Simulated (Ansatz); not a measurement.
# Lattice dynamics of NaGeCl3 (model cell, started as cubic perovskite with Ge in the octahedra), part 2 of 2

Wanted: phonon frequencies of NaGeCl3 (model cell, started as cubic perovskite with Ge in the octahedra) and what follows from them.

Ansatz 0.2.0; DFT PBEsol, scalar-relativistic, plane waves, PAW; PAW set soft_1.

So far. Step 6 (Relaxing to small forces for the phonons, k-mesh …): The forces vanish by symmetry and the pressure is 0.000 GPa, within the tolerances set. The cell now holds 26.96 Å³/atom. Step 7 (Linear response at the zone centre): Before it was imposed, the acoustic sum rule was missed by 4.1e-4 eV/Å² and the charge sum rule by 0.0018 e. Small misses are needed for a sound result but don't prove that mesh and cutoff are converged. The relaxed cell has a = 5.127 Å (conventional setting).

The structure was built from a prototype and need not be the compound's stable phase.

## 8. Phonons on a q mesh

Stability and thermal properties need the whole zone. Linear response on a 2×2×2 q mesh gives force constants as far as a supercell of that size would, and the tensors from the zone-centre run are typed in so that the long-range dipole term is interpolated apart.

Input file input.yaml:

```yaml
crystal:
  lattice:
    - [5.1274103071, 0.0, 0.0]
    - [0.0, 5.1274103071, 0.0]
    - [0.0, 0.0, 5.1274103071]
  atoms:
    - { symbol: Na, position: [0.0, 0.0, 0.0] }
    - { symbol: Ge, position: [0.5, 0.5, 0.5] }
    - { symbol: Cl, position: [0.5, 0.5, 0.0] }
    - { symbol: Cl, position: [0.5, 0.0, 0.5] }
    - { symbol: Cl, position: [0.0, 0.5, 0.5] }
kpoints:
  mp_grid: { grid: [12, 12, 12] }
hamiltonian:
  xc: pbesol
  pseudopotentials: { kind: paw, azcp: { folder: soft_1 }, xc_functional: pbe }
scf:
  occupations: { method: fixed }
output:
  eigenvalues: true
phonons:
  method: dfpt
  qmesh: [2, 2, 2]
  temperatures: { t_max: 1000, t_step: 50 }
  qpath:
    path:
      - [[0.0, 0.0, 0.0], [0.0, 0.5, 0.0], [0.5, 0.5, 0.0], [0.0, 0.0, 0.0], [0.5, 0.5, 0.5], [0.0, 0.5, 0.0]]
      - [[0.5, 0.5, 0.5], [0.5, 0.5, 0.0]]
    npoints: 10
  non_analytic_term:
    high_frequency_dielectric_tensor: [[7.5307, 0.0, 0.0], [0.0, 7.5307, 0.0], [0.0, 0.0, 7.5307]]
    born_effective_charges:
      - { species: Na, tensor: [[1.3094, 0.0, 0.0], [0.0, 1.3094, 0.0], [0.0, 0.0, 1.3094]] }
      - { species: Ge, tensor: [[5.0496, 0.0, 0.0], [0.0, 5.0496, 0.0], [0.0, 0.0, 5.0496]] }
      - { species: Cl, tensor: [[-0.545, 0.0, 0.0], [0.0, -0.545, 0.0], [0.0, 0.0, -5.269]] }
      - { species: Cl, tensor: [[-0.545, 0.0, 0.0], [0.0, -5.269, 0.0], [0.0, 0.0, -0.545]] }
      - { species: Cl, tensor: [[-5.269, 0.0, 0.0], [0.0, -0.545, 0.0], [0.0, 0.0, -0.545]] }
    source: "zone-centre run at this cell"
```

Launch:

```console
ansatz run input.yaml --threads 8 --pin off --max-ram 16384MiB --backend cpu --events-out ev --progress --plain --runs-dir out
```

Wall time 5 min (8 threads of Arm Neoverse V1, shared host); peak memory 3 GiB; 39 min of CPU time.

Numbers from this step:

| Property | Result |
| --- | --- |
| sum-rule residual before enforcement | 5.85e-5 eV/Å² |
| lowest frequency on the path | -89.48 cm⁻¹ |
| highest frequency on the path or at a solved wavevector | 269 cm⁻¹ |
| lowest mode on the q mesh (acoustic modes at Γ apart) | -89.48 cm⁻¹ |

Frequencies (cm⁻¹) solved at each irreducible wavevector; negative means imaginary. Frequencies by wavevector, by row:

```
q in reciprocal lattice units  star  mode 1  mode 2  mode 3  mode 4  mode 13  mode 14  mode 15
                        0 0 0     1   -89.5   -89.5   -89.5       0    103.3    103.3    103.3
                     0 0 -0.5     3   -82.2   -82.2   -20.4   -20.4     88.1    185.2    256.6
                  0 -0.5 -0.5     3   -79.4   -79.4   -74.2     -71    186.1    231.5    262.1
               -0.5 -0.5 -0.5     1   -83.5   -83.5   -83.5   -74.2    231.1    231.1      269
```

Interpolated from a 2×2×2 q mesh, with the LO-TO term (at Γ the limit along the path; where Γ stands inside the path, tables give the limit on arrival). The phonon branches at the labelled points (cm⁻¹):

```
    point  branch 1  branch 2  branch 3  branch 4  branch 12  branch 13  branch 14  branch 15
        Γ       -90       -90       -84         0        102        103        103        243
  halfway       -86       -86       -47         2         98         98        145        250
        X       -82       -82       -20       -20         88         88        185        257
  halfway       -82       -77       -54       -50        142        176        185        257
        M       -79       -79       -74       -71        186        186        232        262
  halfway       -82       -78       -61       -34        126        144        166        242
        Γ       -90       -90       -84         0        102        103        103        243
  halfway       -79       -79       -66       -43        145        167        167        237
        R       -84       -84       -84       -74        177        231        231        269
  halfway       -80       -79       -68       -56        168        183        184        257
        X       -82       -82       -20       -20         88         88        185        257
jump to R       -84       -84       -84       -74        177        231        231        269
  halfway       -81       -81       -78       -74        182        182        231        263
        M       -79       -79       -74       -71        186        186        232        262
```

Tetrahedra on a 12×12×12 mesh, mean over bins of 5 cm-1. Interpolated from a 2×2×2 q mesh. The phonon density of states by wavenumber; read off at these points:

wavenumber (cm⁻¹), phonon density of states (1/cm⁻¹/cell) and a bar:
```
      -88      0.022 ###
      -82      0.212 ##############################
      -72      0.058 ########
      -52      0.040 ######
      -38      0.025 ###
      -18      0.020 ###
       -2      0.015 ##
       12      0.019 ###
       32      0.042 ######
       48      0.052 #######
       62      0.058 ########
       82      0.061 #########
       98      0.078 ###########
      102      0.090 #############
      118      0.059 ########
      132      0.036 #####
      148      0.027 ####
      168      0.037 #####
      182      0.068 #########
      198      0.012 ##
      218      0.011 #
      232      0.001 
      252      0.051 #######
      258      0.057 ########
      268      0.001
```

The partial phonon density of states has structure finer than the step of the table below, so its rows give means over 10 cm⁻¹, whole bins alone (the curve runs from -99.5 to 285 cm⁻¹). Peaks (cm⁻¹: height): Cl -53.5: 0.0394, -26.9: 0.0376, 38.4: 0.0522, 81.9: 0.0539, 106.1: 0.0681, 137.6: 0.0418, 256.1: 0.0553; Ge 74.7: 0.0196, 111.0: 0.0243, 137.6: 0.0215, 147.3: 0.0223, 181.1: 0.0496; Na -80.1: 0.199.

Phonopy on the run's constants, 11x11x11 mesh, Gaussian sigma 2.7 cm-1. Interpolated from a 2×2×2 q mesh. Partial phonon density of states against wavenumber; means over each step; values in 1/cm⁻¹/cell:

```
wavenumber (cm⁻¹)       Cl       Ge       Na
              -90  0.00388   5.3e-5   0.0205
              -80   0.0288   8.9e-4    0.148
              -70   0.0286  0.00121   0.0428
              -60   0.0270  0.00130   0.0220
              -50   0.0296   9.0e-4  0.00969
              -40   0.0148   4.4e-4  0.00507
              -30   0.0301   6.8e-4  0.00279
              -20   0.0215   8.2e-4  0.00277
              -10  0.00776   4.1e-4   3.9e-4
                0  0.00278   2.3e-4   3.7e-4
               10   0.0114  0.00130   9.8e-4
               20   0.0229  0.00403  0.00105
               30   0.0408  0.00806  0.00238
               40   0.0470   0.0119  0.00358
               50   0.0311   0.0121  0.00219
               60   0.0349   0.0115  0.00276
               70   0.0425   0.0175  0.00401
               80   0.0478   0.0143  0.00434
               90   0.0461   0.0111  0.00402
              100   0.0640   0.0172  0.00386
              110   0.0556   0.0210  0.00415
              120   0.0285   0.0119  0.00364
              130   0.0146  0.00934   7.4e-4
              140   0.0297   0.0183   9.6e-4
              150  0.00935   0.0172  0.00139
              160  0.00618   0.0146   5.2e-4
              170  0.00952   0.0300  0.00138
              180   0.0184   0.0406  0.00152
              190   0.0185   0.0123   5.3e-4
              200  0.00204   2.4e-4   1.0e-5
              210   0.0122   2.6e-4   4.8e-6
              220   0.0133   1.3e-4        0
              230  0.00943   3.3e-4   5.1e-5
              240   0.0166  0.00366   6.1e-4
              250   0.0380  0.00325   6.0e-4
              260   0.0327   9.2e-4   1.9e-4
              270  0.00205   2.2e-5   8.0e-7
              280   3.9e-6        0        0
```

Symmetry leaves 4 wavevectors to solve. The lowest mode among them, the acoustic zeros apart, lies at Γ and is imaginary, 89.5i cm⁻¹, so the energy falls along it.

## 9. Outcome

| Property | Result |
| --- | --- |
| space group after relaxation (within 0.01 Å) | Pm-3m |
| volume per atom | 27.0 Å³ |
| gap on the k-mesh | 0.348 eV |
| highest optical mode at the zone centre (no LO-TO term) | 103 cm⁻¹ |
| top of the zone-centre spectrum with the field | 243 cm⁻¹ |
| lowest optical zone-centre mode | -89.5 cm⁻¹ |
| mean high-frequency dielectric constant | 7.53 |
| largest Born charge (third of the trace) | 5.05 e |
| lowest mode on the q mesh (acoustic modes at Γ apart) | -89.5 cm⁻¹ |
| highest frequency on the path or at a solved wavevector | 269 cm⁻¹ |
| imaginary modes on the 2×2×2 q mesh | yes |

**Reading.** Modes are clearly imaginary (beyond 10i cm⁻¹) at 4 of the 4 irreducible wavevectors, most at Γ (89.5i cm⁻¹), so this structure is not a minimum of the energy. Without the field, the optical modes at Γ span -89 to 103 cm⁻¹ (negative means imaginary). The highest mode in this list at Γ, 103.3 cm⁻¹, is mostly motion of Cl (73 % of the kinetic energy). With the macroscopic field of the longitudinal modes the top of the zone-centre spectrum lies at 243 cm⁻¹, against 103 cm⁻¹ without it. Among the real modes, the strongest infrared line is at 16 cm⁻¹. With the field response the log warns that the k mesh is coarse for the force constants too, so the frequencies may not be converged. The PAW files were made for PBE and serve the other functionals too. The starting cell was built on a prototype and not taken from a measurement, so the phase need not exist. These are harmonic frequencies at zero temperature: anharmonic shifts, linewidths and thermal expansion are left out.

[Logs are printed without paths, hosts, clocks, repeated set-up lines and the standing remarks that a program may print on its own settings, such as how far it seeks lower states.]

[Hosts, paths, dates, database ids (printed as entryN), source tags and the programs' standing remarks are cut or masked in the printed files.]
